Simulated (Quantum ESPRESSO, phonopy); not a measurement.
# Grüneisen parameters and expansion of CaO (Fm-3m), part 3 of 3

Wanted: mode Grüneisen parameters of CaO and a free-energy fit over volumes.

Experimental results on record:
- heat capacity C_P per formula unit 42.2 J/mol/K and bulk modulus 113 GPa near room temperature (given in “High-Throughput Prediction of Finite-Temperature Properties using the Quasi-Harmonic Approximation”, 2016, arXiv:1603.06924)

Quantum ESPRESSO 7.5; DFT LDA, scalar-relativistic, plane waves, PseudoDojo norm-conserving pseudopotentials.

So far. Step 28 (Phonons, V/V0 1.05): No mode is imaginary beyond numerical noise along the path. The highest zone-centre mode (no LO–TO term) moved by -12.5 % for a volume change of +5.0 %. Step 28 (Phonons, V/V0 1.05): The time given is that of the 2 pw.x runs on displaced cells behind this step.

## Step 29: Mode Grüneisen parameters

This step: DFT LDA, scalar-relativistic, plane waves, PseudoDojo norm-conserving pseudopotentials (phonopy 4.10.0).

Numbers from this step:

| Quantity | Value |
| --- | --- |
| share of modes with a negative Grüneisen parameter | 0 |

Mean Grüneisen, by row:

```
T (K)  heat-capacity-weighted mean  root mean square
   50                        1.434             1.583
  100                        1.532             1.649
  200                        1.561             1.665
  300                        1.559             1.661
  500                        1.555             1.656
  800                        1.553             1.654
```

Mean mode Grueneisen parameter against wavenumber:

```
wavenumber (cm⁻¹)  mean mode Grueneisen parameter
               10                               -
               28                               -
               48                            1.08
               66                             1.3
               86                            1.76
              105                            1.14
              124                            1.37
              143                            1.55
              162                            1.56
              181                            1.61
              200                            1.31
              219                            1.15
              238                            1.23
              257                            1.23
              276                            1.34
              295                            1.82
              314                            2.01
              333                            1.97
              352                            1.56
              371                            1.25
              390                            1.03
              409                            1.05
              428                            1.02
              447                            1.03
              466                            1.03
              485                            1.04
              504                            1.04
              523                            1.05
              542                            1.06
              561                            1.08
```

Volume series, by row:

```
 V/V0  V (Å³/atom)  pressure (GPa)  E - E0 (meV/atom)  gap (eV)  zero-point energy (meV/atom)  lowest on the path (cm⁻¹)  highest at Gamma without the LO-TO term (cm⁻¹)
 0.97        12.62           4.182              5.001     3.429                          58.5                          0                                           313.1
0.985        12.82           1.994              1.221     3.443                         57.18                          0                                           301.9
    1        13.01          -0.023                  0     3.454                         55.88                          0                                           290.7
1.015        13.21          -1.883              1.138     3.465                          54.6                          0                                           279.7
 1.03         13.4            -3.6              4.458     3.474                         53.35                          0                                           268.8
 1.05        13.66          -5.681              11.98     3.485                          51.7                          0                                           254.4
```

Optical frequency at Gamma without the LO-TO term, mode 4 against V/V0:

```
  V/V0  optical frequency at Gamma without the LO-TO term, mode 4 (cm⁻¹)
0.9700                                                               313
0.9850                                                               302
1.0000                                                               291
1.0150                                                               280
1.0300                                                               269
1.0500                                                               254
```

Grüneisen at points, by row:

```
point  branch  frequency (cm⁻¹)  mode Grüneisen parameter
    Γ       4             290.7                      2.54
    Γ       6             571.2                      1.09
    X       1             205.2                      0.12
    X       3               312                       2.2
    X       4             314.4                      2.43
    X       6             393.4                      0.64
    U       1             201.2                      1.01
    U       2               281                      1.18
    U       3             298.5                      1.54
    U       4             314.1                      2.19
    U       5             362.5                      1.55
    U       6             377.6                      1.22
    K       1             201.2                      1.01
    K       2               281                      1.18
    K       3             298.5                      1.54
    K       4             314.1                      2.19
    K       5             362.5                      1.55
    K       6             377.6                      1.22
    L       1             189.7                      2.16
    L       3             324.7                      1.95
    L       5               384                      1.02
    L       6             487.5                      1.14
    W       1             241.7                      1.58
    W       2             278.5                      1.09
    W       4             331.5                      1.64
    W       5             359.5                      1.64
```

## Step 30: Free-energy fit

Numbers from this step:

- volume expansion coefficient at 300 K: 35.21 1e-6/K
- isothermal bulk modulus at 300 K: 120.5 GPa
- C_P at 300 K: 21.36 J/mol-atom/K
- Grüneisen parameter at 300 K: 1.606

Energy (each curve on its own zero) against volume; values in meV/atom:

```
volume (Å³/atom)  static  F at 0 K  F at 300 K  F at 1300 K
          12.621       5       8.3        10.4         25.1
          12.816    1.22       3.2        4.54         13.7
          13.011       0      0.68         1.2         4.59
          13.207    1.14      0.54        0.21        -2.22
          13.402    4.46       2.6        1.39        -6.96
          13.662    12.0      8.48        6.02        -10.4
```

Phonopy-qha, vinet fit of F(V) at each temperature; no electronic free energy. Qha vinet, by row:

```
T (K)  fitted volume (Å³/atom)  alpha_V (1e-6/K)  B_T (GPa)  C_P (J/mol-atom/K)  Grueneisen
  100                    13.12             12.25      125.2               7.665       1.566
  150                    13.14             21.88      124.2               13.57       1.587
  200                    13.15             28.27      123.1                17.4       1.597
  250                    13.17             32.39      121.8                19.8       1.602
  300                     13.2             35.21      120.5               21.36       1.606
  350                    13.22             37.28      119.1               22.42        1.61
  400                    13.24             38.91      117.7               23.18       1.616
  450                    13.27             40.27      116.3               23.76       1.621
  500                     13.3             41.46      114.8               24.22       1.628
  550                    13.33             42.55      113.3               24.59       1.634
  600                    13.35             43.58      111.8               24.91       1.641
  650                    13.38             44.56      110.3                25.2       1.649
  700                    13.41             45.54      108.8               25.45       1.656
  750                    13.45              46.5      107.3               25.68       1.664
  800                    13.48             47.48      105.7                25.9       1.672
  850                    13.51             48.47      104.1               26.12       1.681
```

The volume expansion coefficient, phonopy-qha, Vinet by temperature:

```
temperature (K)  volume expansion coefficient, phonopy-qha, Vinet (1e-6/K)
             75                                                       6.81
            100                                                       12.2
            125                                                       17.5
            150                                                       21.9
            175                                                       25.4
            200                                                       28.3
            225                                                       30.5
            250                                                       32.4
            275                                                       33.9
            300                                                       35.2
            325                                                       36.3
            350                                                       37.3
            375                                                       38.1
            400                                                       38.9
            425                                                       39.6
            450                                                       40.3
            475                                                       40.9
            500                                                       41.5
            525                                                       42.0
            550                                                       42.5
            575                                                       43.1
            600                                                       43.6
            625                                                       44.1
            650                                                       44.6
            675                                                       45.0
            700                                                       45.5
            725                                                       46.0
            750                                                       46.5
            775                                                       47.0
            800                                                       47.5
            825                                                       48.0
            850                                                       48.5
```

The fit gives a volume expansion of 35.2 × 10⁻⁶/K at 300 K.

## Step 31: Results

```json
{
 "volume expansion coefficient at 300 K": "35.21 1e-6/K",
 "isothermal bulk modulus at 300 K": "120.5 GPa",
 "C_P at 300 K": "21.36 J/mol-atom/K",
 "Grüneisen parameter at 300 K": "1.606",
 "mean mode Grüneisen parameter at 300 K": "1.56"
}
```

What this shows: Near room temperature CaO expands by 35.2 × 10⁻⁶/K in volume by LDA, with C_P = 21.4 J/(mol K) per mole of atoms and B_T = 120 GPa. The q-mesh is coarse, and the expansion can converge slowly with it. The table stops at 850 K because beyond it the fitted volume comes within 1 % of the largest computed cell, where the fit loses its support. C_P at room temperature is 86 % of the classical 3R an atom, so the stiffest modes are still partly frozen out. A measured bulk modulus near room temperature is 113 GPa (arXiv:1603.06924); the calculated 120 GPa differs by +7 %. The table does not say whether its value is isothermal or adiabatic. A measured heat capacity per formula unit near room temperature is 42.2 J/mol/K (arXiv:1603.06924); the calculated 42.7 J/mol/K differs by +1 %. The heat-capacity-weighted Grüneisen parameter goes from 1.43 at 50 K to 1.55 at 800 K. Weighting γ by the density of states and each mode's heat capacity at 300 K, modes below 190 cm⁻¹ give about 14 % of the sum of γC that drives the expansion, those up to 380 cm⁻¹ 78 % and the rest 9 %. Among the labelled points γ is largest for branch 4 at Γ (291 cm⁻¹, 2.5) and smallest for branch 1 at X (205 cm⁻¹, 0.12). The supercell is small: only its own wavevectors are exact, and branches between them are interpolated and can be misplaced.

[Logs are printed without paths, hosts, clocks, repeated set-up lines and the standing remarks that a program may print on its own settings, such as how far it seeks lower states.]

[Hosts, paths, dates, database ids (printed as entryN), source tags and the programs' standing remarks are cut or masked in the printed files.]

[A step with changed settings may run another functional than the one named; its input shows which.]

[Of the runs on displaced cells, only some may be shown.]
